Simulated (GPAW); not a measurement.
# Quasiparticle gap of SiO2 (Quartz) in GPAW

Aim: the G0W0 gap of SiO2 (Quartz) on PBE, step by step.

Calculated with GPAW 26.7.0; PBE and many-body steps on it, plane waves.

## 1. The starting structure

Symmetry: P3_121, No. 152, trigonal system. Conventional cell: a = 4.916 Å, b = 4.916 Å, c = 5.409 Å, α = 90.00°, β = 90.00°, γ = 120.00°. Nearest to Si lie 4 O at 1.61 Å. Nearest to O lie 2 Si at 1.61 Å. Farther neighbours and most contacts between anions are not listed.

The cell and positions come from the Crystallography Open Database and are kept as given unless a step says otherwise.

## 2. Ground state

This step: GPAW 26.7.0; DFT, PBE, plane waves, PAW.

The ground-state density comes first.

File run.py:

```python
import json
import numpy as np
from gpaw.mpi import world
from ase import Atoms
from gpaw import GPAW, PW, FermiDirac

atoms = Atoms(['Si', 'Si', 'Si', 'O', 'O', 'O', 'O', 'O', 'O'],
    cell=[[4.9158000000, 0.0000000000, 0.0000000000],
      [-2.4579000000, 4.2572076799, 0.0000000000],
      [0.0000000000, 0.0000000000, 5.4091000000]],
    scaled_positions=[[0.5303000000, 0.0000000000, 0.3333333333],
      [0.0000000000, 0.5303000000, 0.6666666667],
      [0.4697000000, 0.4697000000, 0.0000000000],
      [0.1462000000, 0.4142000000, 0.8810000000],
      [0.5858000000, 0.7320000000, 0.2143333333],
      [0.2680000000, 0.8538000000, 0.5476666667],
      [0.4142000000, 0.1462000000, 0.1190000000],
      [0.7320000000, 0.5858000000, 0.7856666667],
      [0.8538000000, 0.2680000000, 0.4523333333]],
    pbc=(True, True, True))
calc = GPAW(mode=PW(600),
    xc='PBE',
    kpts={'size': (6, 6, 4), 'gamma': True},
    occupations=FermiDirac(0.001),
    nbands=-10,
    convergence={'density': 1e-6, 'bands': -3},
    maxiter=100,
    txt='gs.txt')
atoms.calc = calc
res = {'energy': atoms.get_potential_energy()}
kpts = calc.get_ibz_k_points()
res['kpts'] = kpts
res['eigenvalues'] = [calc.get_eigenvalues(kpt=k) for k in range(len(kpts))]
res['n_electrons'] = calc.get_number_of_electrons()
calc.write('gs.gpw')

if world.rank == 0:
    with open('result.json', 'w') as f:
        json.dump(res, f, default=lambda x: x.tolist())
```

Command:

```sh
$ mpirun -n 4 gpaw python run.py
```

Numbers of over 12 decimals in the logs are rounded to 6 here.

The program printed:

```text
__  _  _
 | _ |_)|_||  |
 |__||  | ||/\| - 26.7.0

Input parameters:
  mode=PW(ecut=600.0),
  convergence={'density': 1e-06, 'bands': -3},
  kpts=MonkhorstPack(size=(6, 6, 4), gamma=True),
  maxiter=100,
  nbands=-10,
  occupations=Occupations(name='fermi-dirac', width=0.001, fixmagmom=False),
  xc=XC(name='PBE')
  [... matrices ...]
Diagonalizing LCAO Hamiltonian
Converting LCAO to pw mode

           O      O
         SiO

                    O
               O
                 Si
               Oi

Atoms  # Å, Bohr magnetons
|   | symbol |         x |        y |        z |    initial magnetic moments |
| 0 |     Si |  2.606849 | 0.000000 | 1.803033 | ( 0.0000,  0.0000,  0.0000) |
| 1 |     Si | -1.303424 | 2.257597 | 3.606067 | ( 0.0000,  0.0000,  0.0000) |
| 2 |     Si |  1.154476 | 1.999610 | 0.000000 | ( 0.0000,  0.0000,  0.0000) |
| 3 |      O | -0.299372 | 1.763335 | 4.765417 | ( 0.0000,  0.0000,  0.0000) |
| 4 |      O |  1.080493 | 3.116276 | 1.159350 | ( 0.0000,  0.0000,  0.0000) |
| 5 |      O | -0.781121 | 3.634804 | 2.962384 | ( 0.0000,  0.0000,  0.0000) |
| 6 |      O |  1.676779 | 0.622404 | 0.643683 | ( 0.0000,  0.0000,  0.0000) |
| 7 |      O |  2.158528 | 2.493872 | 4.249750 | ( 0.0000,  0.0000,  0.0000) |
| 8 |      O |  3.538393 | 1.140932 | 2.446716 | ( 0.0000,  0.0000,  0.0000) |

Unit cell  # Å
| periodic |         x |        y |        z |  lengths |     angles |
|      yes |  4.915800 | 0.000000 | 0.000000 | 4.915800 |  90.000000 |
|      yes | -2.457900 | 4.257208 | 0.000000 | 4.915800 |  90.000000 |
|      yes |  0.000000 | 0.000000 | 5.409100 | 5.409100 | 120.000000 |

Number of symmetries: 2
Symmetry operations  # r_c * U_cc + t_c -> r_c
|   | kind |            matrix            |
| 0 |  E   |  1, 0, 0,  0, 1, 0,  0, 0, 1 |
| 1 |  C2  |  0, 1, 0,  1, 0, 0,  0, 0,-1 |

BZ-sampling:
  Number of BZ points: 144
  Number of IBZ points: 47

  Monkhorst-Pack size: [6, 6, 4]
  Monkhorst-Pack shift: [0.083333, 0.083333, 0.125]

K-points  # in reciprocal-cell coordinates
|     |                                coordinates |     weight |
|   0 | (  0.00000000,   0.00000000,   0.00000000) | 0.00694444 |
|   1 | (  0.00000000,   0.00000000,   0.25000000) | 0.01388889 |
|   2 | (  0.00000000,   0.00000000,   0.50000000) | 0.00694444 |
|   3 | (  0.16666667,  -0.16666667,  -0.25000000) | 0.01388889 |
|   4 | (  0.16666667,  -0.16666667,   0.00000000) | 0.01388889 |
|   5 | (  0.16666667,  -0.16666667,   0.25000000) | 0.01388889 |
|   6 | (  0.16666667,  -0.16666667,   0.50000000) | 0.01388889 |
|   7 | (  0.16666667,   0.00000000,  -0.25000000) | 0.02777778 |
|   8 | (  0.16666667,   0.00000000,   0.00000000) | 0.02777778 |
|   9 | (  0.16666667,   0.00000000,   0.25000000) | 0.02777778 |
| ... |                                            |            |
|  46 | (  0.50000000,   0.50000000,   0.50000000) | 0.00694444 |

Plane wave coefficients: 3799
Cutoff: 600.0 eV

Spin-components: 1 (collinear spins)
Bands:           34
Projectors:      45
Spin-degeneracy: 2
Datatype:        complex128

  Storage: CPU
  Wave functions: 95_956_704 bytes (23_989_176 per core)
  Projectors: 79_023_168 bytes (19_755_792 per core)
  [... matrices ...]
Parallelization:
  kpt:    4
  domain: 1
  band:   1

Density:
  Valence electrons: 48.0
  Components: 1
  Grid points: [28 28 32]
  Charge: 0.0  # |e|

Potential:
  Grid points: [28 28 32]

species:
  Si:
    name:    Silicon
    Z:       14.0
    valence: 4
    core:    10
    charge:  0.0  # [|e|]
    compensation charges:
      type: gauss
      rc: 0.33  # [Å]
      lmax: 2
    cutoffs:
      filter: 1.86  # [Å]
      core: 2.06  # [Å]
    projectors
    | kind |    occ | energy [eV] | rcut [Å] |
    |   3s |  2.000 |     -10.812 |    1.058 |
    |   3p |  2.000 |      -4.081 |    1.058 |
    |    s |        |      16.399 |    1.058 |
    |    p |        |      23.130 |    1.058 |
    |    d |        |       0.000 |    1.058 |

    Using partial waves for Si as LCAO basis

  O:
    name:    Oxygen
    Z:       8.0
    valence: 6
    core:    2
    charge:  0.0  # [|e|]
    compensation charges:
      type: gauss
      rc: 0.21  # [Å]
      lmax: 2
    cutoffs:
      filter: 1.17  # [Å]
      core: 0.83  # [Å]
    projectors
    | kind |    occ | energy [eV] | rcut [Å] |
    |   2s |  2.000 |     -23.961 |    0.688 |
    |   2p |  4.000 |      -9.029 |    0.598 |
    |    s |        |       3.251 |    0.688 |
    |    p |        |      18.182 |    0.598 |
    |    d |        |       0.000 |    0.619 |

    Using partial waves for O as LCAO basis

Reference energy: -35904.146557  # eV

eigensolver:
  PPCG
  Converge bands: -3
  niter=2

density mixing:
  MSR1-Mixer
  Pratt-step length: 0.05
  Maximum mixing coefficient: 0.75
  Old densities: 10
  SVD Regularization: 0.005
  Good broyden scale: 1.0
  Trust region scale: 1.0
  Backstep threshold: 4.0
  History deletion threshold: 6.0
  Fourier metric: weight=20.0, sigma=0.015

occupation numbers:
  Fermi-Dirac:
    width: 0.0010  # eV

poisson solver:
  ecut: 4800.0  # eV

xc functional:
  name: PBE with 2 nearest neighbor stencil

Initialization done in: 5.152 s

convergence criteria:
- Maximum integral of absolute [dens]ity change: 1e-06 electrons / valence electron
- Maximum [total energy] change in last 3 cyles: 0.0005 eV / valence electron
- Maximum integral of absolute [eigenst]ate change: 4e-08 eV^2 / valence electron
maximum number of iterations: 100

SCF iterations
|iter     |     time |      energy | eigst |  dens |
|iter:   1|  |  -79.231233 | +0.61 |       |
|iter:   2|  |  -77.190009 | -0.52 | -0.69 |
|iter:   3|  |  -70.854265 | -0.35 | -0.74 |
|iter:   4|  |  -70.966360 | -1.47 | -1.37 |
|iter:   5|  |  -71.016567 | -2.26 | -1.66 |
|iter:   6|  |  -71.016843 | -2.75 | -2.79 |
|iter:   7|  |  -71.016884c| -2.97 | -3.27 |
|iter:   8|  |  -71.016885c| -3.30 | -3.91 |
|iter:   9|  |  -71.016885c| -4.23 | -4.27 |
|iter:  10|  |  -71.016885c| -4.94 | -5.06 |
|iter:  11|  |  -71.016885c| -5.28 | -5.58 |
|iter:  12|  |  -71.016885c| -5.85 | -5.94 |
|iter:  13|  |  -71.016885c| -6.45 | -6.32c|
|iter:  14|  |  -71.016885c| -6.71 | -7.34c|
|iter:  15|  |  -71.016885c| -6.89 | -7.98c|
|iter:  16|  |  -71.016885c| -7.10 | -8.52c|
|iter:  17|  |  -71.016885c| -7.20 | -9.41c|
|iter:  18|  |  -71.016885c| -7.40c| -9.82c|

Converged in 18 steps
SCF loop duration: 55.786 s (3.099 s/step)
Energy contributions relative to reference atoms: (reference = -35904.146557)
  [... matrices ...]
Energy contributions:
  Kinetic:          91.869004
  Coulomb:         -83.608332
  Zero:              0.764630
  External:          0.000000
  Xc:              -80.042188
  Entropy:          -0.000000
  Spinorbit:         0.000000
  ----------------------------
  Free energy:     -71.016885
  Extrapolated:    -71.016885

dipole moment: (-5.236331, -9.069591, -11.523628)  # |e|*Ang

Fermi level: 2.684
Eigenvalues  # (at kpt = [0.000, 0.000, 0.000])
| band index |      eig [eV] | occ [0-2] |
|          0 |       -18.038 |     2.000 |
|        ... |               |           |
|         16 |        -0.105 |     2.000 |
|         17 |        -0.105 |     2.000 |
|         18 |        -0.081 |     2.000 |
|         19 |         0.382 |     2.000 |
|         20 |         0.382 |     2.000 |
|         21 |         0.702 |     2.000 |
|         22 |         1.072 |     2.000 |
|         23 |         1.072 |     2.000 |
|         24 |         7.421 |     0.000 |
[...]
|         28 |        11.151 |     0.000 |
|         29 |        12.395 |     0.000 |
|         30 |        13.086 |     0.000 |
|         31 |        13.637 |     0.000 |
|        ... |               |           |
|         33 |        14.373 |     0.000 |

Gap: 6.031 eV
Transition (v -> c):
  (s=0, k=30, n=23, [0.33, 0.33, 0.00]) -> (s=0, k=0, n=24, [0.00, 0.00, 0.00])
Direct/indirect transitions are different
Direct gap: 6.349 eV
Transition at: (s=0, k=0, n=23, [0.00, 0.00, 0.00])
# Writing to gs.gpw (mode='')
  [... matrices ...]
```

Run time: 64 s. Hardware: 4 MPI ranks of Intel Xeon Platinum 8375C at 2.90GHz (Ice Lake), shared host; peak memory 0.94 GiB.

This step gave:

```yaml
total_energy: -71.0169 eV
gap: 6.031 eV
k_of_the_valence_top: 0.3333, 0.3333, 0
k_of_the_conduction_bottom: 0, 0, 0
least_direct_gap: 6.349 eV
```

The gap is indirect, with the least direct gap 0.32 eV higher.

## 3. Bands along the symmetry lines

The cheap functional maps the bands first; the places of the edges decide which points the dearer methods must see.

File run.py:

```python
import json
import numpy as np
from gpaw.mpi import world
from gpaw import GPAW

path = [[0.000000, 0.000000, 0.000000],
    [0.062500, 0.000000, 0.000000],
    [0.125000, 0.000000, 0.000000],
    [0.187500, 0.000000, 0.000000],
    [0.250000, 0.000000, 0.000000],
    [0.312500, 0.000000, 0.000000],
    [0.375000, 0.000000, 0.000000],
    [0.437500, 0.000000, 0.000000],
    [0.500000, 0.000000, 0.000000],
    [0.479167, 0.041667, 0.000000],
    [0.458333, 0.083333, 0.000000],
    [0.437500, 0.125000, 0.000000],
    [0.416667, 0.166667, 0.000000],
    [0.395833, 0.208333, 0.000000],
    [0.375000, 0.250000, 0.000000],
    [0.354167, 0.291667, 0.000000],
    [0.333333, 0.333333, 0.000000],
    [0.291667, 0.291667, 0.000000],
    [0.250000, 0.250000, 0.000000],
    [0.208333, 0.208333, 0.000000],
    [0.166667, 0.166667, 0.000000],
    [0.125000, 0.125000, 0.000000],
    [0.083333, 0.083333, 0.000000],
    [0.041667, 0.041667, 0.000000],
    [0.000000, 0.000000, 0.000000],
    [0.000000, 0.000000, 0.062500],
    [0.000000, 0.000000, 0.125000],
    [0.000000, 0.000000, 0.187500],
    [0.000000, 0.000000, 0.250000],
    [0.000000, 0.000000, 0.312500],
    [0.000000, 0.000000, 0.375000],
    [0.000000, 0.000000, 0.437500],
    [0.000000, 0.000000, 0.500000],
    [0.062500, 0.000000, 0.500000],
    [0.125000, 0.000000, 0.500000],
    [0.187500, 0.000000, 0.500000],
    [0.250000, 0.000000, 0.500000],
    [0.312500, 0.000000, 0.500000],
    [0.375000, 0.000000, 0.500000],
    [0.437500, 0.000000, 0.500000],
    [0.500000, 0.000000, 0.500000],
    [0.479167, 0.041667, 0.500000],
    [0.458333, 0.083333, 0.500000],
    [0.437500, 0.125000, 0.500000],
    [0.416667, 0.166667, 0.500000],
    [0.395833, 0.208333, 0.500000],
    [0.375000, 0.250000, 0.500000],
    [0.354167, 0.291667, 0.500000],
    [0.333333, 0.333333, 0.500000],
    [0.291667, 0.291667, 0.500000],
    [0.250000, 0.250000, 0.500000],
    [0.208333, 0.208333, 0.500000],
    [0.166667, 0.166667, 0.500000],
    [0.125000, 0.125000, 0.500000],
    [0.083333, 0.083333, 0.500000],
    [0.041667, 0.041667, 0.500000],
    [0.000000, 0.000000, 0.500000],
    [0.500000, 0.000000, 0.500000],
    [0.500000, 0.000000, 0.437500],
    [0.500000, 0.000000, 0.375000],
    [0.500000, 0.000000, 0.312500],
    [0.500000, 0.000000, 0.250000],
    [0.500000, 0.000000, 0.187500],
    [0.500000, 0.000000, 0.125000],
    [0.500000, 0.000000, 0.062500],
    [0.500000, -0.000000, 0.000000],
    [0.333333, 0.333333, 0.500000],
    [0.333333, 0.333333, 0.437500],
    [0.333333, 0.333333, 0.375000],
    [0.333333, 0.333333, 0.312500],
    [0.333333, 0.333333, 0.250000],
    [0.333333, 0.333333, 0.187500],
    [0.333333, 0.333333, 0.125000],
    [0.333333, 0.333333, 0.062500],
    [0.333333, 0.333333, 0.000000]]
calc = GPAW('gs.gpw').fixed_density(kpts=path,
    symmetry='off',
    nbands=34,
    convergence={'bands': 30},
    txt='bands.txt')
res = {}
kpts = calc.get_ibz_k_points()
res['kpts'] = kpts
res['eigenvalues'] = [calc.get_eigenvalues(kpt=k) for k in range(len(kpts))]
res['n_electrons'] = calc.get_number_of_electrons()

if world.rank == 0:
    with open('result.json', 'w') as f:
        json.dump(res, f, default=lambda x: x.tolist())
```

Command:

```sh
$ mpirun -n 4 gpaw python run.py
```

The program printed:

```text
Diagonalizing LCAO Hamiltonian
Converting LCAO to pw mode
convergence criteria:
- Maximum integral of absolute [eigenst]ate change: 4e-08 eV^2 / valence electron
maximum number of iterations: 100

SCF iterations
|iter     |     time |      energy | eigst |  dens |
|iter:   1|  |             | +0.63 |       |
|iter:   2|  |             | -0.64 |       |
|iter:   3|  |             | -1.35 |       |
[...]
|iter:  21|  |             | -7.19 |       |
|iter:  22|  |             | -7.38 |       |
|iter:  23|  |             | -7.59c|       |
SCF steps: 23
  __  _  _
 | _ |_)|_||  |
 |__||  | ||/\| - 26.7.0

Input parameters:
  mode=PW(ecut=600.0),
  convergence={'bands': 30},
  gpts=array([28, 28, 32]),
  kpts=KPoints(kpts=array([[ 0.      ,  0.      ,  0.      ],
         [ 0.0625  ,  0.      ,  0.      ],
         [ 0.125   ,  0.      ,  0.      ],
         [ 0.1875  ,  0.      ,  0.      ],
[...]
[ 0.479167,  0.041667,  0.      ],
         [ 0.458333,  0.083333,  0.      ],
[...]
[ 0.416667,  0.166667,  0.      ],
[...]
[ 0.5     ,  0.      ,  0.0625  ],
         [ 0.5     , -0.      ,  0.      ],
[...]
[ 0.333333,  0.333333,  0.125   ],
         [ 0.333333,  0.333333,  0.0625  ],
         [ 0.333333,  0.333333,  0.      ]])),
  maxiter=100,
  nbands=34,
  occupations=Occupations(name='fermi-dirac', width=0.001, fixmagmom=False),
  parallel={},
  symmetry=Symmetry(point_group=False, time_reversal=False),
  xc=XC(name='PBE')
  [... matrices ...]
timing:  # [seconds]
  Total: 0.556  # ━━━━━━━━━━━━━━━━━━━━━━━━━━━━━━━━━━━━━━━━━━━━━━━━━━━━━━━━━━━
```

Elapsed: 2.1 min, on 4 MPI ranks; peak memory 1.1 GiB.

This step gave:

```yaml
gap: 6.031 eV
k_of_the_valence_top: 0.3333, 0.3333, 0
k_of_the_conduction_bottom: 0, 0, 0
least_direct_gap: 6.328 eV
```

The gap is 6.031 eV, as in the run before at this level.

Electronic bands along the path, in eV, zero at the top of the highest filled band:

```
    point  band 21  band 22  band 23  band 24  band 25  band 26  band 27  band 28
        Γ    -1.01    -0.69    -0.32    -0.32     6.03     9.30     9.30     9.76
  halfway    -1.01    -0.84    -0.25    -0.16     6.92     9.31     9.38     9.88
        M    -1.04    -0.79    -0.27    -0.04     8.30     9.02     9.71     9.73
  halfway    -1.10    -0.64    -0.32    -0.02     8.49     9.08     9.61     9.94
        K    -1.24    -0.44    -0.44     0.00     8.96     8.96     9.42    10.37
  halfway    -0.92    -0.88    -0.25    -0.11     7.17     9.31     9.47     9.92
        Γ    -1.01    -0.69    -0.32    -0.32     6.03     9.30     9.30     9.76
  halfway    -1.08    -0.53    -0.23    -0.10     6.63     9.13     9.25     9.26
        A    -1.21    -0.22    -0.22    -0.09     7.98     7.98     9.04     9.73
  halfway    -1.09    -0.45    -0.42    -0.15     8.38     8.51     9.37     9.72
        L    -0.89    -0.84    -0.61    -0.19     8.97     9.43     9.69     9.83
  halfway    -0.87    -0.84    -0.63    -0.33     9.00     9.59     9.78     9.88
        H    -0.94    -0.77    -0.59    -0.59     9.06     9.80     9.80    10.12
  halfway    -1.07    -0.54    -0.39    -0.23     8.50     8.67     9.43     9.90
        A    -1.21    -0.22    -0.22    -0.09     7.98     7.98     9.04     9.73
jump to L    -0.89    -0.84    -0.61    -0.19     8.97     9.43     9.69     9.83
  halfway    -0.97    -0.73    -0.45    -0.12     8.59     9.11     9.57    10.05
        M    -1.04    -0.79    -0.27    -0.04     8.30     9.02     9.71     9.73
jump to H    -0.94    -0.77    -0.59    -0.59     9.06     9.80     9.80    10.12
  halfway    -1.02    -0.56    -0.51    -0.20     8.98     9.27     9.61    10.21
        K    -1.24    -0.44    -0.44     0.00     8.96     8.96     9.42    10.37
```

## 4. Empty states on the mesh, 3×3×4 mesh, 267 bands

The sums over transitions need many empty states on a uniform mesh; this step solves for them.

File run.py:

```python
import json
import numpy as np
from gpaw.mpi import world
from gpaw import GPAW

calc = GPAW('gs.gpw').fixed_density(kpts={'size': (3, 3, 4), 'gamma': True},
    nbands=311,
    convergence={'bands': 267},
    txt='nscf.txt')
calc.write('full.gpw', mode='all')
res = {}
kpts = calc.get_ibz_k_points()
res['kpts'] = kpts
res['eigenvalues'] = [calc.get_eigenvalues(kpt=k) for k in range(len(kpts))]
res['n_electrons'] = calc.get_number_of_electrons()

if world.rank == 0:
    with open('result.json', 'w') as f:
        json.dump(res, f, default=lambda x: x.tolist())
```

Command:

```sh
$ mpirun -n 4 gpaw python run.py
```

The program printed:

```text
Diagonalizing LCAO Hamiltonian
Converting LCAO to pw mode
convergence criteria:
- Maximum integral of absolute [eigenst]ate change: 4e-08 eV^2 / valence electron
maximum number of iterations: 100

SCF iterations
|iter     |     time |      energy | eigst |  dens |
|iter:   1|  |             | +4.39 |       |
|iter:   2|  |             | +3.23 |       |
|iter:   3|  |             | +2.14 |       |
[...]
|iter:  14|  |             | -6.69 |       |
|iter:  15|  |             | -7.25 |       |
|iter:  16|  |             | -7.56c|       |
SCF steps: 16
  __  _  _
 | _ |_)|_||  |
 |__||  | ||/\| - 26.7.0

Input parameters:
  mode=PW(ecut=600.0),
  convergence={'bands': 267},
  gpts=array([28, 28, 32]),
  kpts=MonkhorstPack(size=(3, 3, 4), gamma=True),
  maxiter=100,
  nbands=311,
  occupations=Occupations(name='fermi-dirac', width=0.001, fixmagmom=False),
  parallel={},
  xc=XC(name='PBE')
# Writing to full.gpw (mode='all')
  [... matrices ...]

timing:  # [seconds]
  Total: 0.296  # ━━━━━━━━━━━━━━━━━━━━━━━━━━━━━━━━━━━━━━━━━━━━━━━━━━━━━━━━━━━
```

The job ended after 3.9 min (4 MPI ranks; peak memory 1.4 GiB).

This step gave:

- gap: 6.031 eV
- k of the valence top: 0.3333, 0.3333, 0
- k of the conduction bottom: 0, 0, 0
- least direct gap: 6.349 eV
- k points computed: 14
- lowest point of the top converged band, above the valence top: 91.6551 eV

On this mesh the gap is 6.031 eV.

[end of part 1 of 2]

[Paths, hosts, dates, memory and timing lines, banners, echoed tables and standing remarks are left out of the program output.]

[Logs are printed without paths, hosts, clocks, repeated set-up lines and the standing remarks that a program may print on its own settings, such as how far it seeks lower states.]

[Runs of the session that timed out or met a known fault of the program may be left out.]

[Hosts, paths, dates, database ids (printed as entryN), source tags and the programs' standing remarks are cut or masked in the printed files.]
